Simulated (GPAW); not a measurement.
# SnO2 (P4_2/mnm): G0W0 with GPAW, start to end

Aim: the G0W0 gap of SnO2 (P4_2/mnm) on PBE, step by step.

Main program and level: GPAW 26.7.0; PBE and many-body steps on it, plane waves.

**Experimental background.**

- Gap 3.6 eV: experimental gap quoted from earlier work; bulk crystal (quoted in “Study on the Photocatalytic Properties of Flower-Shaped SnO2”, 2022, pmc:9565917).

Most raw output is cut from this account.

## (1) Set-up

It takes space group P4_2/mnm (No. 136, tetragonal). The conventional cell has a = 4.738 Å, b = 4.738 Å, c = 3.187 Å, α = 90.00°, β = 90.00°, γ = 90.00°. Nearest to Sn lie 6 O at 2.05 to 2.06 Å. Nearest to O lie 3 Sn at 2.05 to 2.06 Å. Farther neighbours and most contacts between anions are not listed.

The cell and positions come from the Crystallography Open Database and are kept as given unless a step says otherwise.

## (2) Ground state

This step: GPAW 26.7.0; DFT, PBE, plane waves, PAW.

The ground-state density comes first.

Input file run.py:

```python
import json
import numpy as np
from gpaw.mpi import world
from ase import Atoms
from gpaw import GPAW, PW, FermiDirac

atoms = Atoms(['Sn', 'Sn', 'O', 'O', 'O', 'O'],
    cell=[[4.7380000000, 0.0000000000, 0.0000000000],
      [0.0000000000, 4.7380000000, 0.0000000000],
      [0.0000000000, 0.0000000000, 3.1865000000]],
    scaled_positions=[[0.0000000000, 0.0000000000, 0.0000000000],
      [0.5000000000, 0.5000000000, 0.5000000000],
      [0.3071000000, 0.3071000000, 0.0000000000],
      [0.1929000000, 0.8071000000, 0.5000000000],
      [0.6929000000, 0.6929000000, 0.0000000000],
      [0.8071000000, 0.1929000000, 0.5000000000]],
    pbc=(True, True, True))
calc = GPAW(mode=PW(600),
    xc='PBE',
    kpts={'size': (6, 6, 8), 'gamma': True},
    occupations=FermiDirac(0.001),
    nbands=-9,
    convergence={'density': 1e-6, 'bands': -3},
    maxiter=100,
    txt='gs.txt')
atoms.calc = calc
res = {'energy': atoms.get_potential_energy()}
kpts = calc.get_ibz_k_points()
res['kpts'] = kpts
res['eigenvalues'] = [calc.get_eigenvalues(kpt=k) for k in range(len(kpts))]
res['n_electrons'] = calc.get_number_of_electrons()
calc.write('gs.gpw')

if world.rank == 0:
    with open('result.json', 'w') as f:
        json.dump(res, f, default=lambda x: x.tolist())
```

Started as:

```
> mpirun -n 4 gpaw python run.py
```

Elapsed: 39 s, on 4 MPI ranks of Arm Neoverse V2, shared host; peak memory 0.82 GiB; 2.6 min of CPU time.

This step gave:

* total energy: -38.44 eV
* gap: 1.311 eV
* k of the valence top: 0, 0, 0
* k of the conduction bottom: 0, 0, 0
* least direct gap: 1.311 eV

The gap is direct, at Γ.

## (3) Bands along the symmetry lines

The cheap functional maps the bands first; the places of the edges decide which points the dearer methods must see.

Input file run.py:

```python
import json
import numpy as np
from gpaw.mpi import world
from gpaw import GPAW

path = [[0.000000, 0.000000, 0.000000],
    [0.000000, 0.062500, 0.000000],
    [0.000000, 0.125000, 0.000000],
    [0.000000, 0.187500, 0.000000],
    [0.000000, 0.250000, 0.000000],
    [0.000000, 0.312500, 0.000000],
    [0.000000, 0.375000, 0.000000],
    [0.000000, 0.437500, 0.000000],
    [0.000000, 0.500000, 0.000000],
    [0.062500, 0.500000, 0.000000],
    [0.125000, 0.500000, 0.000000],
    [0.187500, 0.500000, 0.000000],
    [0.250000, 0.500000, 0.000000],
    [0.312500, 0.500000, 0.000000],
    [0.375000, 0.500000, 0.000000],
    [0.437500, 0.500000, 0.000000],
    [0.500000, 0.500000, 0.000000],
    [0.437500, 0.437500, 0.000000],
    [0.375000, 0.375000, 0.000000],
    [0.312500, 0.312500, 0.000000],
    [0.250000, 0.250000, 0.000000],
    [0.187500, 0.187500, 0.000000],
    [0.125000, 0.125000, 0.000000],
    [0.062500, 0.062500, 0.000000],
    [0.000000, 0.000000, 0.000000],
    [0.000000, 0.000000, 0.062500],
    [0.000000, 0.000000, 0.125000],
    [0.000000, 0.000000, 0.187500],
    [0.000000, 0.000000, 0.250000],
    [0.000000, 0.000000, 0.312500],
    [0.000000, 0.000000, 0.375000],
    [0.000000, 0.000000, 0.437500],
    [0.000000, 0.000000, 0.500000],
    [0.000000, 0.062500, 0.500000],
    [0.000000, 0.125000, 0.500000],
    [0.000000, 0.187500, 0.500000],
    [0.000000, 0.250000, 0.500000],
    [0.000000, 0.312500, 0.500000],
    [0.000000, 0.375000, 0.500000],
    [0.000000, 0.437500, 0.500000],
    [0.000000, 0.500000, 0.500000],
    [0.062500, 0.500000, 0.500000],
    [0.125000, 0.500000, 0.500000],
    [0.187500, 0.500000, 0.500000],
    [0.250000, 0.500000, 0.500000],
    [0.312500, 0.500000, 0.500000],
    [0.375000, 0.500000, 0.500000],
    [0.437500, 0.500000, 0.500000],
    [0.500000, 0.500000, 0.500000],
    [0.437500, 0.437500, 0.500000],
    [0.375000, 0.375000, 0.500000],
    [0.312500, 0.312500, 0.500000],
    [0.250000, 0.250000, 0.500000],
    [0.187500, 0.187500, 0.500000],
    [0.125000, 0.125000, 0.500000],
    [0.062500, 0.062500, 0.500000],
    [0.000000, 0.000000, 0.500000],
    [0.000000, 0.500000, 0.000000],
    [0.000000, 0.500000, 0.062500],
    [0.000000, 0.500000, 0.125000],
    [0.000000, 0.500000, 0.187500],
    [0.000000, 0.500000, 0.250000],
    [0.000000, 0.500000, 0.312500],
    [0.000000, 0.500000, 0.375000],
    [0.000000, 0.500000, 0.437500],
    [0.000000, 0.500000, 0.500000],
    [0.500000, 0.500000, 0.000000],
    [0.500000, 0.500000, 0.062500],
    [0.500000, 0.500000, 0.125000],
    [0.500000, 0.500000, 0.187500],
    [0.500000, 0.500000, 0.250000],
    [0.500000, 0.500000, 0.312500],
    [0.500000, 0.500000, 0.375000],
    [0.500000, 0.500000, 0.437500],
    [0.500000, 0.500000, 0.500000]]
calc = GPAW('gs.gpw').fixed_density(kpts=path,
    symmetry='off',
    nbands=36,
    convergence={'bands': 32},
    txt='bands.txt')
res = {}
kpts = calc.get_ibz_k_points()
res['kpts'] = kpts
res['eigenvalues'] = [calc.get_eigenvalues(kpt=k) for k in range(len(kpts))]
res['n_electrons'] = calc.get_number_of_electrons()

if world.rank == 0:
    with open('result.json', 'w') as f:
        json.dump(res, f, default=lambda x: x.tolist())
```

Started as:

```
> mpirun -n 4 gpaw python run.py
```

Elapsed: 34 s, on 4 MPI ranks; peak memory 0.91 GiB.

This step gave:

| Property | Result |
| --- | --- |
| gap | 1.311 eV |
| k of the valence top | 0, 0, 0 |
| k of the conduction bottom | 0, 0, 0 |
| least direct gap | 1.311 eV |

The gap is 1.311 eV, as in the run before at this level.

The electronic bands at the labelled points (eV, zero at the top of the highest filled band):

```csv
point,band 23,band 24,band 25,band 26,band 27,band 28,band 29,band 30
Γ,-1.21,-0.77,-0.77,0.00,1.31,6.18,6.37,6.37
halfway,-1.20,-1.18,-0.74,-0.28,2.60,5.72,6.63,6.81
X,-1.17,-1.17,-0.63,-0.63,4.47,4.47,7.11,7.12
halfway,-1.23,-1.23,-0.77,-0.77,4.67,4.67,7.34,7.34
M,-1.29,-1.29,-0.89,-0.89,4.87,4.87,7.55,7.55
halfway,-1.25,-1.17,-0.82,-0.48,3.37,5.46,7.00,7.09
Γ,-1.21,-0.77,-0.77,0.00,1.31,6.18,6.37,6.37
halfway,-2.50,-0.83,-0.83,-0.50,3.88,6.98,8.46,8.46
Z,-1.65,-1.65,-1.25,-1.25,6.26,6.26,9.81,9.81
halfway,-1.42,-1.42,-1.12,-1.12,6.37,6.37,8.86,8.86
R,-1.10,-1.10,-0.68,-0.68,6.53,6.53,8.10,8.10
halfway,-1.01,-1.01,-0.97,-0.97,5.56,5.56,8.74,8.74
A,-0.97,-0.97,-0.83,-0.83,4.96,4.96,8.91,8.91
halfway,-1.26,-1.24,-1.04,-0.96,5.73,6.27,8.06,9.95
Z,-1.65,-1.65,-1.25,-1.25,6.26,6.26,9.81,9.81
jump to X,-1.17,-1.17,-0.63,-0.63,4.47,4.47,7.11,7.12
halfway,-1.25,-1.25,-0.83,-0.83,5.62,5.62,8.81,8.81
R,-1.10,-1.10,-0.68,-0.68,6.53,6.53,8.10,8.10
jump to M,-1.29,-1.29,-0.89,-0.89,4.87,4.87,7.55,7.55
halfway,-0.86,-0.86,-0.85,-0.85,5.20,5.20,8.84,8.84
A,-0.97,-0.97,-0.83,-0.83,4.96,4.96,8.91,8.91
```

## (4) Empty states on the mesh, 4×4×4 mesh, 105 bands

The sums over transitions need many empty states on a uniform mesh; this step solves for them.

Input file run.py:

```python
import json
import numpy as np
from gpaw.mpi import world
from gpaw import GPAW

calc = GPAW('gs.gpw').fixed_density(kpts={'size': (4, 4, 4), 'gamma': True},
    nbands=122,
    convergence={'bands': 105},
    txt='nscf.txt')
calc.write('full.gpw', mode='all')
res = {}
kpts = calc.get_ibz_k_points()
res['kpts'] = kpts
res['eigenvalues'] = [calc.get_eigenvalues(kpt=k) for k in range(len(kpts))]
res['n_electrons'] = calc.get_number_of_electrons()

if world.rank == 0:
    with open('result.json', 'w') as f:
        json.dump(res, f, default=lambda x: x.tolist())
```

Started as:

```
> mpirun -n 4 gpaw python run.py
```

The job ended after 41 s (4 MPI ranks; peak memory 0.91 GiB; 2.8 min of CPU time).

Numbers from this step:

* gap: 1.311 eV
* k of the valence top: 0, 0, 0
* k of the conduction bottom: 0, 0, 0
* least direct gap: 1.311 eV
* k points computed: 21
* lowest point of the top converged band, above the valence top: 54.9221 eV

On this mesh the gap is 1.311 eV.

## (5) Screening and self-energy, 4×4×4 mesh, 95 bands, screening to 70 eV

G0W0 replaces the xc potential by the self-energy, built once from these orbitals. Only a window of levels is corrected, while the sums run over the empty bands that the input names.

This step: G0W0 on PBE, plane waves, PAW.

Input file run.py:

```python
import json
import numpy as np
from gpaw.mpi import world
from gpaw.response.g0w0 import G0W0

gw = G0W0('full.gpw',
    filename='gw',
    kpts=[0],
    bands=(24, 28),
    ecut=70,
    nbands=95,
    integrate_gamma='WS',
    ppa=True)
gw.calculate()
res = {mode: {k: v for k, v in r.items() if k != 'sigma_eskwn'}
       for mode, r in gw.all_results.items()}

if world.rank == 0:
    with open('result.json', 'w') as f:
        json.dump(res, f, default=lambda x: x.tolist())
```

Started as:

```
> mpirun -n 4 gpaw python run.py
```

Run time: 79 s. Hardware: 4 MPI ranks; peak memory 1.7 GiB; 5.3 min of CPU time.

Numbers from this step:

```
G0W0 gap on the points computed              : 3.000 eV
least direct G0W0 gap on the computed points : 3.000 eV
Z at the valence top                         : 0.7835
Z at the conduction bottom                   : 0.8445
starting gap on the mesh                     : 1.311 eV
k of the valence top                         : 0, 0, 0
k of the conduction bottom                   : 0, 0, 0
```

The gap on the mesh goes from 1.31 eV to 3.00 eV, a correction of +1.69 eV.

Limits: finite bands, cutoff and mesh; no spin-orbit coupling; coarse k mesh. v1 is the top filled band, c1 the lowest empty one. The levels before and after the correction (eV, zero at the valence-band top of each column):

```csv
,conduction bottom,valence top
Kohn-Sham,1.31,0.00
G0W0,3.00,0.00
```

```csv
,level,energy (eV)
Kohn-Sham,Γ v2,-0.772
Kohn-Sham,Γ v1,0.000
Kohn-Sham,Γ c1,1.311
Kohn-Sham,Γ c2,6.184
G0W0,Γ v2,-0.714
G0W0,Γ v1,0.000
G0W0,Γ c1,3.000
G0W0,Γ c2,8.405
```

## (6) Where the time went

Times are wall times on 4 MPI ranks of Arm Neoverse V2, shared host, good to a factor of about two.

```csv
step,time,share,memory (GiB)
ground state,39 s,20 %,0.82
bands along the symmetry lines,34 s,18 %,0.91
empty states on the mesh,41 s,21 %,0.91
screening and self-energy,79 s,41 %,1.7
```

## (7) Results

* PBE gap: 1.31 eV, direct
* G0W0 gap on the mesh: 3.00 eV
* GW settings: 4×4×4 mesh, 95 bands, screening to 70 eV, Godby-Needs plasmon pole
* known limits: not at the basis limit; no spin-orbit coupling; coarse k mesh

What this shows: G0W0 moves the gap on the mesh from 1.31 eV to 3.00 eV (+1.69 eV), with Z of 0.78 and 0.84 at the edges. Only 1 of the mesh's irreducible points was corrected, so a valley elsewhere could overtake. The dearest step here is «screening and self-energy». Against experiment, by G0W0@PBE: the gap of 3.00 eV lies −0.60 eV from the measured 3.6 eV (kind not stated, quoted 2022). The calculation has static nuclei and no excitons; a measured gap holds zero-point and thermal motion, which mostly lowers it. Against the values above the computed gap that would widen the miss. An edge that is forbidden or weak in absorption could explain it, and so could too strong a screening: the start's gap is only 1.31 eV, the mesh is coarse, and one shot does not repair that. Bands and cutoff are finite, so the gap is not at the basis limit. The miss can reach some tenths of an eV and take either sign; the mesh is an error of its own. These stock PAW sets were not made for GW. In the G0W0 run levels were corrected at 1 k point alone, so a gap called «on the mesh» is the least over those, and an edge elsewhere would be missed. The 4×4×4 mesh is coarse for this cell, which bears on the long-range parts of exchange and screening. The many-body steps are scalar-relativistic: spin-orbit coupling is not in them.

[Paths, hosts, dates, memory and timing lines, banners, echoed tables and standing remarks are left out of the program output.]

[Logs are printed without paths, hosts, clocks, repeated set-up lines and the standing remarks that a program may print on its own settings, such as how far it seeks lower states.]

[Runs of the session that timed out or met a known fault of the program may be left out.]

[Hosts, paths, dates, database ids (printed as entryN), source tags and the programs' standing remarks are cut or masked in the printed files.]
